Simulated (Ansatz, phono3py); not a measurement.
# Heat carried by phonons in ZnSe (Stilleite, F-43m), part 2 of 3

Wanted: κ(T), lifetimes and mean free paths for ZnSe (Stilleite).

Measurements to reproduce:
- thermal conductivity 19 W/m/K near room temperature (given in “Combining the AFLOW GIBBS and Elastic Libraries to efficiently and robustly screen thermo-mechanical properties of solids”, 2017, arXiv:1611.05714)

Ansatz 0.2.0; DFT LDA, scalar-relativistic, plane waves, PAW.

So far. Step 2 (A first coarse run): The start is under -3.4 GPa at this level and looks like an insulator or semiconductor on this mesh. Step 4 (Tight relaxation): The residual pressure is -0.0038 GPa, small enough for phonons.

## Step 5: An input with a fault

This input was changed on purpose, to see how the program answers.

File input.yaml:

```yaml
crystal:
  lattice:
    - [0.0, 2.783768019, 2.783768019]
    - [2.783768019, 0.0, 2.783768019]
    - [2.783768019, 2.783768019, 0.0]
  atoms:
    - { symbol: Zn, position: [0.0, 0.0, 0.0] }
    - { symbol: Se, position: [0.25, 0.25, 0.25] }
kpoints:
  mp_grid: { grid: [7, 7, 7] }
hamiltonian:
  xc: lda
scf:
  occupations: { method: fixed }
  max_iter: 60
output:
  eigenvalues: true
phonons:
  supercell: [2, 2, 2]
  dielectric: false
  third_order: { supercell: [2, 2, 2], pair_cutoff: 2.561 }
  lattice_thermal_conductivity:
    qmesh: [9, 9, 9]
    temperatures: [300]
    isotope_mass_variance:
      - { species: Se, variance: 0.0004628 }
      - { species: Zn, variance: 0.0005982 }
```

Run with:

```bash
$ ansatz run input.yaml --threads 4 --pin off --max-ram 16384MiB --backend cpu --events-out ev --progress --plain --runs-dir out
```

Numbers of over 12 decimals in the logs are rounded to 6 here.

Log:

```text
Error: 6 input errors — fix all and re-run
  1. invalid value for `phonons.supercell`: axis 0: the count 2 must divide kpoints.mp_grid.grid dimension 7 — the displaced supercells solve the k-mesh folded onto them, whose points must be the deck's own; the next dimension that the batch's repeats divide is 8
  2. invalid value for `phonons.supercell`: axis 1: the count 2 must divide kpoints.mp_grid.grid dimension 7 — the displaced supercells solve the k-mesh folded onto them, whose points must be the deck's own; the next dimension that the batch's repeats divide is 8
  3. invalid value for `phonons.supercell`: axis 2: the count 2 must divide kpoints.mp_grid.grid dimension 7 — the displaced supercells solve the k-mesh folded onto them, whose points must be the deck's own; the next dimension that the batch's repeats divide is 8
  4. invalid value for `phonons.third_order.supercell`: axis 0: the count 2 must divide kpoints.mp_grid.grid dimension 7 — the displaced supercells solve the k-mesh folded onto them, whose points must be the deck's own; the next dimension that the batch's repeats divide is 8
  5. invalid value for `phonons.third_order.supercell`: axis 1: the count 2 must divide kpoints.mp_grid.grid dimension 7 — the displaced supercells solve the k-mesh folded onto them, whose points must be the deck's own; the next dimension that the batch's repeats divide is 8
  6. invalid value for `phonons.third_order.supercell`: axis 2: the count 2 must divide kpoints.mp_grid.grid dimension 7 — the displaced supercells solve the k-mesh folded onto them, whose points must be the deck's own; the next dimension that the batch's repeats divide is 8
```

The job ended after 0.02 s (4 threads of Arm Neoverse V1, shared host; peak memory 0.031 GiB).

The program refused the input before any cycle.

The program's message: “Error: 6 input errors — fix all and re-run
  1. invalid value for `phonons.supercell`: axis 0: the count 2 must divide kpoints.mp_grid.grid dimension 7 — the displaced supercells solve the k-mesh fold …”

The fault put into the input: a k mesh that the supercell doesn't divide.

## Step 6: A cheap rung, third order supercell 2×2×2, atoms in the supercell 16

A small supercell and a short cutoff cost little, and show how far such settings carry.

input.yaml, the sections that differ from step 5:

```yaml
kpoints:
  mp_grid: { grid: [6, 6, 6] }
scf:
  occupations: { method: fixed }
phonons:
  method: fd
  dielectric: true
  supercell: [2, 2, 2]
  temperatures: { t_max: 1000, t_step: 50 }
  qpath:
    path:
      - [[0.0, 0.0, 0.0], [-0.5, -0.5, 0.0], [-0.375, -0.375, 0.25]]
      - [[-0.375, 0.0, 0.375], [0.0, 0.0, 0.0], [0.0, 0.0, 0.5], [-0.5, -0.25, 0.25], [-0.5, -0.5, 0.0]]
    npoints: 10
  third_order: { supercell: [2, 2, 2], pair_cutoff: 2.561 }
  lattice_thermal_conductivity:
    qmesh: [11, 11, 11]
    temperatures: [100.0, 150.0, 200.0, 300.0, 400.0, 500.0, 600.0, 800.0]
    isotope_mass_variance:
      - { species: Se, variance: 0.0004628 }
      - { species: Zn, variance: 0.0005982 }
# crystal, hamiltonian, output: as in step 5
```

Log:

```text
Warning: phonons: the dynamical matrix that this run interpolates holds no multipole term above the dipole-dipole one, and a site of this crystal is no centre of inversion, so its interpolated transverse optical and acoustic branches and sound speeds can stay off near Gamma, and the density of states and the thermodynamics with them. What a run solves at a wave vector of phonons.qpoints, Gamma apart, where the deck admits one, is free of this, and under fd what a larger phonons.supercell samples
Warning: phonons.dielectric: true without phonons.rigid_motions: the static dielectric tensor ε⁰ will be withheld (ε∞, Z* and the rows of modes are given); for a crystal or a slab, whose only rigid motions are the translations, set phonons.rigid_motions: translations
[...]
Crystal: 16 atoms, lattice volume = 345.159 Å³
Basis set: ecut = 420 eV, 6735 PW (Γ)
Bands: 135, of which v1, the nominal top of the filled ones, is band 112 counted from 1 (111 counted from 0)
Symmetry: 192 space group operations
k-points: 4 of 27 (time reversal used)
[...]
SCF iter   1: F=—  HF=-69046.749987 eV  |F-HF|=—  |Δ(HF+E_count)|=         —  Δρ=5.76e-9  dr2=9.51e-14  ethr=1.00e-12  ⟨swp⟩=3.0  Hψ=1363  notcnv=0
[...]
SCF iter   2: F=-69046.749987 eV  HF=-69046.749987 eV  |F-HF|=1.46e-11  |Δ(HF+E_count)|=    0.00e0  Δρ=2.87e-9  dr2=2.09e-14  ethr=1.00e-12  ⟨swp⟩=4.0  Hψ=1329  notcnv=0
SCF 1 converged in 2 iterations: F = -69046.749987 eV  dr2 = 2.09e-14
[...]
Crystal: 2 atoms, lattice volume = 43.145 Å³
Basis set: ecut = 420 eV, 869 PW (Γ), exchange–correlation on 54×54×54 points (8 copies of the dense FFT grid, shifted against one another)
Bands: 18, of which v1, the nominal top of the filled ones, is band 14 counted from 1 (13 counted from 0)
Symmetry: 24 space group operations
k-points: 46 of 216 (irreducible under 4 space group operations, time reversal used)
[...]
SCF iter   1: F=—  HF=-8630.843747 eV  |F-HF|=—  |Δ(HF+E_count)|=         —  Δρ=3.67e-7  dr2=3.58e-11  ethr=2.61e-8  ⟨swp⟩=3.3  Hψ=6096  notcnv=0  defer=87
eigensolver tolerance schedule: the retry pair's looser diagonalisation over-reported the residual by 204511.13 of it (diagonalisation noise at an unbounded share of the residual, at the tolerance the schedule requests for it); recorded, not acted on — ethr = c·dr2/N_el stays at c = 1.0e-1
[...]
SCF iter   2: F=—  HF=-8630.843748 eV  |F-HF|=—  |Δ(HF+E_count)|=   1.58e-6  Δρ=2.70e-7  dr2=4.57e-11  ethr=1.00e-12  ⟨swp⟩=6.8  Hψ=3651  notcnv=0
SCF iter   3: F=-8630.843748 eV  HF=-8630.843748 eV  |F-HF|=2.36e-11  |Δ(HF+E_count)|=  4.55e-11  Δρ=1.54e-7  dr2=7.10e-12  ethr=1.00e-12  ⟨swp⟩=2.2  Hψ=2080  notcnv=0
SCF 2 converged in 3 iterations: F = -8630.843748 eV  dr2 = 7.10e-12
[...]
NSCF: frozen V_eff on 2 k-points
DFPT response loops at Γ: preconditioner auto → none (the input reference at scf.mixing.eps_inf says where Resta's filter doesn't serve); β = 0.50; Broyden in place of MSR1
── the response to a field inside a basis, on 8×8×8 k-points: an SCF that follows is theirs, and a resumed run solves both again ──
Bands: 15, of which v1, the nominal top of the filled ones, is band 14 counted from 1 (13 counted from 0)
k-points: 60
[...]
Eigensolver: Dense (60 Hₖ)
SCF iter   1: F=—  HF=-8630.849667 eV  |F-HF|=—  |Δ(HF+E_count)|=         —  Δρ=2.47e-4  dr2=3.76e-5  ethr=1.00e-1
[...]
SCF iter   4: F=-8630.849652 eV  HF=-8630.849652 eV  |F-HF|=6.53e-9  |Δ(HF+E_count)|=   6.22e-9  Δρ=4.25e-6  dr2=4.52e-9  ethr=1.36e-9
SCF 1 converged in 4 iterations: F = -8630.849652 eV  dr2 = 4.52e-9
[...]
Symmetry: 2 space group operations
k-points: 10 of 27 (time reversal used)
[...]
SCF iter   9: F=-69046.749965 eV  HF=-69046.749965 eV  |F-HF|=2.91e-11  |Δ(HF+E_count)|=  2.91e-11  Δρ=3.93e-8  dr2=3.41e-12  ethr=1.00e-12  ⟨swp⟩=5.6  Hψ=6196  notcnv=0
SCF 2 converged in 9 iterations: F = -69046.749965 eV  dr2 = 3.41e-12
[...]
SCF iter   9: F=-69046.749959 eV  HF=-69046.749959 eV  |F-HF|=1.46e-11  |Δ(HF+E_count)|=    0.00e0  Δρ=2.38e-8  dr2=1.90e-12  ethr=1.00e-12  ⟨swp⟩=5.1  Hψ=6824  notcnv=0
SCF 3 converged in 9 iterations: F = -69046.749959 eV  dr2 = 1.90e-12
[...]
SCF iter   3: F=-69046.749987 eV  HF=-69046.749987 eV  |F-HF|=5.82e-11  |Δ(HF+E_count)|=  5.82e-11  Δρ=6.56e-8  dr2=9.15e-12  ethr=1.00e-12  ⟨swp⟩=3.0  Hψ=1597  notcnv=0
SCF 4 converged in 3 iterations: F = -69046.749987 eV  dr2 = 9.15e-12
Symmetry: 48 space group operations
k-points: 6 of 27 (time reversal used)
[...]
SCF 5 converged in 3 iterations: F = -69046.749987 eV  dr2 = 1.70e-11
Symmetry: 6 space group operations
[...]
SCF 6 converged in 9 iterations: F = -69046.746730 eV  dr2 = 3.58e-10
[...]
SCF 7 converged in 10 iterations: F = -69046.739759 eV  dr2 = 1.39e-10
[...]
SCF 8 converged in 9 iterations: F = -69046.747424 eV  dr2 = 4.12e-10
[...]
SCF 9 converged in 9 iterations: F = -69046.745061 eV  dr2 = 7.38e-10
[...]
SCF 10 converged in 9 iterations: F = -69046.740063 eV  dr2 = 6.41e-10
Symmetry: 1 space group operations
k-points: 14 of 27 (time reversal used)
[...]
SCF 11 converged in 9 iterations: F = -69046.743507 eV  dr2 = 5.97e-10
[...]
SCF 12 converged in 9 iterations: F = -69046.741856 eV  dr2 = 7.91e-10
[...]
SCF 13 converged in 9 iterations: F = -69046.742064 eV  dr2 = 5.88e-10
[...]
SCF 14 converged in 9 iterations: F = -69046.743347 eV  dr2 = 7.83e-10
[...]
SCF 15 converged in 9 iterations: F = -69046.746971 eV  dr2 = 4.95e-10
[...]
SCF 16 converged in 9 iterations: F = -69046.747248 eV  dr2 = 3.01e-10
[...]
SCF 17 converged in 10 iterations: F = -69046.740418 eV  dr2 = 1.26e-10
[...]
SCF 18 converged in 9 iterations: F = -69046.740865 eV  dr2 = 7.89e-10
[...]
SCF 33 converged in 9 iterations: F = -69046.745789 eV  dr2 = 1.96e-10
[...]
SCF iter   9: F=-69046.740070 eV  HF=-69046.740070 eV  |F-HF|=2.91e-11  |Δ(HF+E_count)|=  7.57e-10  Δρ=3.87e-7  dr2=6.59e-10  ethr=1.00e-12  ⟨swp⟩=5.7  Hψ=5748  notcnv=0
SCF 34 converged in 9 iterations: F = -69046.740070 eV  dr2 = 6.59e-10
[...]
SCF iter   9: F=-69046.745063 eV  HF=-69046.745063 eV  |F-HF|=2.91e-11  |Δ(HF+E_count)|=  8.44e-10  Δρ=4.10e-7  dr2=7.11e-10  ethr=1.00e-12  ⟨swp⟩=6.0  Hψ=5657  notcnv=0
SCF 35 converged in 9 iterations: F = -69046.745063 eV  dr2 = 7.11e-10
[...]
SCF iter   9: F=-69046.746634 eV  HF=-69046.746634 eV  |F-HF|=1.46e-11  |Δ(HF+E_count)|=  8.29e-10  Δρ=1.85e-7  dr2=1.65e-10  ethr=1.00e-12  ⟨swp⟩=5.1  Hψ=5612  notcnv=0
SCF 36 converged in 9 iterations: F = -69046.746634 eV  dr2 = 1.65e-10
[...]
SCF iter   9: F=-69046.736793 eV  HF=-69046.736793 eV  |F-HF|=7.28e-11  |Δ(HF+E_count)|=   1.50e-9  Δρ=3.40e-7  dr2=6.03e-10  ethr=1.00e-12  ⟨swp⟩=6.0  Hψ=5700  notcnv=0
SCF 37 converged in 9 iterations: F = -69046.736793 eV  dr2 = 6.03e-10
[...]
SCF iter   9: F=-69046.741854 eV  HF=-69046.741854 eV  |F-HF|=5.82e-11  |Δ(HF+E_count)|=   3.19e-9  Δρ=4.29e-7  dr2=8.57e-10  ethr=1.00e-12  ⟨swp⟩=4.1  Hψ=8334  notcnv=0
SCF 38 converged in 9 iterations: F = -69046.741854 eV  dr2 = 8.57e-10
[...]
SCF iter   9: F=-69046.743499 eV  HF=-69046.743499 eV  |F-HF|=7.28e-11  |Δ(HF+E_count)|=   1.78e-9  Δρ=3.90e-7  dr2=6.69e-10  ethr=1.00e-12  ⟨swp⟩=6.0  Hψ=7943  notcnv=0
SCF 39 converged in 9 iterations: F = -69046.743499 eV  dr2 = 6.69e-10
[...]
SCF iter   9: F=-69046.743331 eV  HF=-69046.743331 eV  |F-HF|=1.16e-10  |Δ(HF+E_count)|=   3.04e-9  Δρ=4.38e-7  dr2=9.20e-10  ethr=1.00e-12  ⟨swp⟩=4.5  Hψ=5977  notcnv=0
SCF 40 converged in 9 iterations: F = -69046.743331 eV  dr2 = 9.20e-10
[...]
SCF iter   9: F=-69046.742071 eV  HF=-69046.742071 eV  |F-HF|=4.37e-11  |Δ(HF+E_count)|=   2.46e-9  Δρ=3.87e-7  dr2=6.20e-10  ethr=1.00e-12  ⟨swp⟩=4.1  Hψ=5667  notcnv=0
SCF 41 converged in 9 iterations: F = -69046.742071 eV  dr2 = 6.20e-10
SCF converged after 2 iterations
Free energy (F): -69046.749987 eV
[...]
Internal energy: -69046.749987 eV  (E = F + TS)
E sigma→0 (E₀):  -69046.749987 eV
Fermi energy:    7.211395 eV
[...]
--- Band table (eV) ---
  k-point 0: bands = [... 108 lower, 6.2566, 7.2114, 7.2114, 7.2114, 8.4588, 9.6575, 9.6575, 9.6575, ... 19 higher]
  k-point 1: bands = [... 108 lower, 6.4609, 6.4609, 6.9302, 6.9302, 9.7502, 9.8093, 10.4645, 10.4645, ... 19 higher]
  k-point 2: bands = [... 108 lower, 6.2200, 6.2200, 6.4437, 6.4437, 10.3764, 10.5512, 10.9570, 10.9570, ... 19 higher]
  k-point 3: bands = [... 108 lower, 5.7985, 5.9282, 5.9282, 6.7895, 10.8319, 10.8952, 10.9359, 10.9359, ... 19 higher]
--- Phonons: 2 displaced members + reference (amplitude 0.0025 Å, Σ member SCF iterations 18) ---
  symmetry images taken by strict's conditions (phonons.symmetry_images: auto; settled by the asymmetry read); asymmetry of the core-correction force 5.5e-7 eV/Å at the most on a site, 5.8e-6 eV/Å summed over every site of the supercell
  ASR residual: 1.390e-4 → 0.000e0 eV/Å²; symmetrization residual: 2.584e-5 eV/Å²
  largest component of a force at the reference: 9.4e-17 eV/Å
  ASR residual per site (eV/Å²): 2.07e-5 1.39e-4
  Γ frequencies (cm⁻¹): 0.00 0.00 0.00 217.83 217.83 217.83
  Unit cell's response to a homogeneous field: 3 representative field directions (Σ response iterations 15)
  ε∞ (high-frequency dielectric tensor):
        7.518507     0.000000     0.000000
        0.000000     7.518507     0.000000
        0.000000     0.000000     7.518507
  ε⁰ (static dielectric tensor): not given — the deck does not say what the cell's rigid motions are, and on a molecule in a box or a wire the rigid rotations would enter the sum over the modes at Γ. For a crystal or a slab, whose only rigid motions are the translations, set phonons.rigid_motions: translations.
  Born effective charges Z* (e; rows j = field, columns β = displacement):
    site 0:
         1.97286    0.00000   -0.00000
        -0.00000    1.97286    0.00000
         0.00000    0.00000    1.97286
    site 1:
        -1.97286   -0.00000    0.00000
         0.00000   -1.97286   -0.00000
        -0.00000   -0.00000   -1.97286
  Z* charge neutrality: 2.548e-4 e pre-enforcement
  solved inside a basis spanned on the 6×6×6 k-mesh, on 8×8×8 k-points transformed towards the longest dipole: ε∞ is read to err by 2.0e-2, Z* by 1.7e-2 e; Z* is corrected for what the basis lacks
  optical modes at Γ without the LO–TO term, one row a degenerate level:
      ω (cm⁻¹)  modes    IR ((D/Å)²/amu)
        217.83      3             7.5315
  optical modes at Γ + LO–TO along q̂ = [1.0000, 0.0000, 0.0000]:
      ω (cm⁻¹)  modes    IR ((D/Å)²/amu)
        217.83      2             5.0210
        252.90      1             2.5105
  optical modes at Γ + LO–TO along q̂ = [0.0000, 1.0000, 0.0000]:
      ω (cm⁻¹)  modes    IR ((D/Å)²/amu)
        217.83      2             5.0210
        252.90      1             2.5105
  optical modes at Γ + LO–TO along q̂ = [0.0000, 0.0000, 1.0000]:
      ω (cm⁻¹)  modes    IR ((D/Å)²/amu)
        217.83      2             5.0210
        252.90      1             2.5105
  density of states and harmonic sums: on the 20×20×20 q-mesh, interpolated from the force constants of a 2×2×2 supercell (with the dipole–dipole term)
  largest difference from the sums on the solved wave vectors: F 6.65e-2 eV, S 9.88e-5 and C_V 3.23e-5 eV/K
  zero-point energy: 0.059259 eV/cell   skipped modes (ω ≤ 0): 3   left out of the sums: 6.25e-5 of the cell's modes: C_V's classical limit lies that fraction below 3 k_B per atom; for a crystal, a wire or a layer, F and S can be off by more, and a phonons.interpolated_qmesh denser along its periods is the remedy for the sampling
--- Third-order force constants: 36 member SCFs in a 2×2×2 supercell (pair cutoff 2.561 Å, amplitude 0.03 Å, SCF threshold 1.00e-9 eV, Σ member SCF iterations 326) ---
[...]
26 force-constant blocks with the first atom in the home cell, fitted with 10 parameters over 4 symmetry orbits; no atom triplet left out
  sum-rule residual: 3.902e-1 → 1.456e-14 eV/Å³; symmetrization residual: 1.297e-2 eV/Å³; largest sum-rule correction relative to its orbit: 5.211e-2, on the orbit of the block of home site 0 with site 1 of cell (-1, 0, 0) and site 0 of cell (0, 0, 0), whose norm before the correction was 2.468e1 eV/Å³
--- Lattice thermal conductivity: 11×11×11 mesh (56 irreducible points), tetrahedron method ---
  three-phonon and isotope scattering only; four-phonon, boundary and, in a metal, phonon-electron scattering are left out
  each conductivity is what the modes' populations carry and what the coherences between them add
  conductivity (a third of the tensor's trace), W/(m K), in the relaxation-time approximation and from the full solution:
       T (K)   relaxation time   full solution  iterations             ending  least Ritz value
      100.00           57.9462         58.0302           6          converged          8.146e-1
      150.00           38.1398         38.3569           6          converged          7.937e-1
      200.00           28.6451         28.8882           6          converged          7.802e-1
      300.00           19.3062         19.5297           7          converged          7.636e-1
      400.00           14.6305         14.8239           7          converged          7.537e-1
      500.00           11.8033         11.9714           7          converged          7.471e-1
      600.00            9.9044         10.0524           7          converged          7.424e-1
      800.00            7.5110          7.6298           7          converged          7.360e-1
```

Wall time 9.8 min (4 threads); peak memory 1.5 GiB.

This step gave:

```
Γ frequencies                              : 0, 0, 0, 217.8, 217.8, 217.8 cm⁻¹ (negative: imaginary)
lowest frequency on the path               : 0 cm⁻¹
zero-point energy                          : 0.05926 eV/cell
point group                                : -43m
highest frequency                          : 252.9 cm⁻¹
Debye temperature from the second moment   : 324 K
κ at 300 K (relaxation time)               : 19.31 W/m/K
κ at 300 K (full solution)                 : 19.53 W/m/K
dipole term                                : run
mean free path at half of κ                : 79.4 nm
share of κ above the three lowest branches : 0.032
third-order blocks                         : 26
periodic aliases dropped                   : 0
largest relative sum-rule correction       : 0.05211
displaced cells, third order               : 36
```

W/m/K. Kappa, by row:

```tsv
T (K)	RTA xx	RTA yy	RTA zz	full xx	full yy	full zz	coherence part xx	coherence part yy	coherence part zz	ending	iterations	least Ritz value
100	57.95	57.95	57.95	58.03	58.03	58.03	0.01647	0.01647	0.01647	converged	6	0.815
150	38.14	38.14	38.14	38.36	38.36	38.36	0.02767	0.02767	0.02767	converged	6	0.794
200	28.65	28.65	28.65	28.89	28.89	28.89	0.0355	0.0355	0.0355	converged	6	0.78
300	19.31	19.31	19.31	19.53	19.53	19.53	0.04622	0.04622	0.04622	converged	7	0.764
400	14.63	14.63	14.63	14.82	14.82	14.82	0.0541	0.0541	0.0541	converged	7	0.754
500	11.8	11.8	11.8	11.97	11.97	11.97	0.06072	0.06072	0.06072	converged	7	0.747
600	9.904	9.904	9.904	10.05	10.05	10.05	0.06666	0.06666	0.06666	converged	7	0.742
800	7.511	7.511	7.511	7.63	7.63	7.63	0.0773	0.0773	0.0773	converged	7	0.736
```

This rung gives 19.3 W/(m K) at 300 K by relaxation time, but with 16 atoms, 1 neighbour distance inside the cutoff and a 11×11×11 mesh it is a test, not the conductivity of the crystal.

(Part 2 of 3 ends here.)

[Logs are printed without paths, hosts, clocks, repeated set-up lines and the standing remarks that a program may print on its own settings, such as how far it seeks lower states.]

[Hosts, paths, dates, database ids (printed as entryN), source tags and the programs' standing remarks are cut or masked in the printed files.]

[A step with changed settings may run another functional than the one named; its input shows which.]
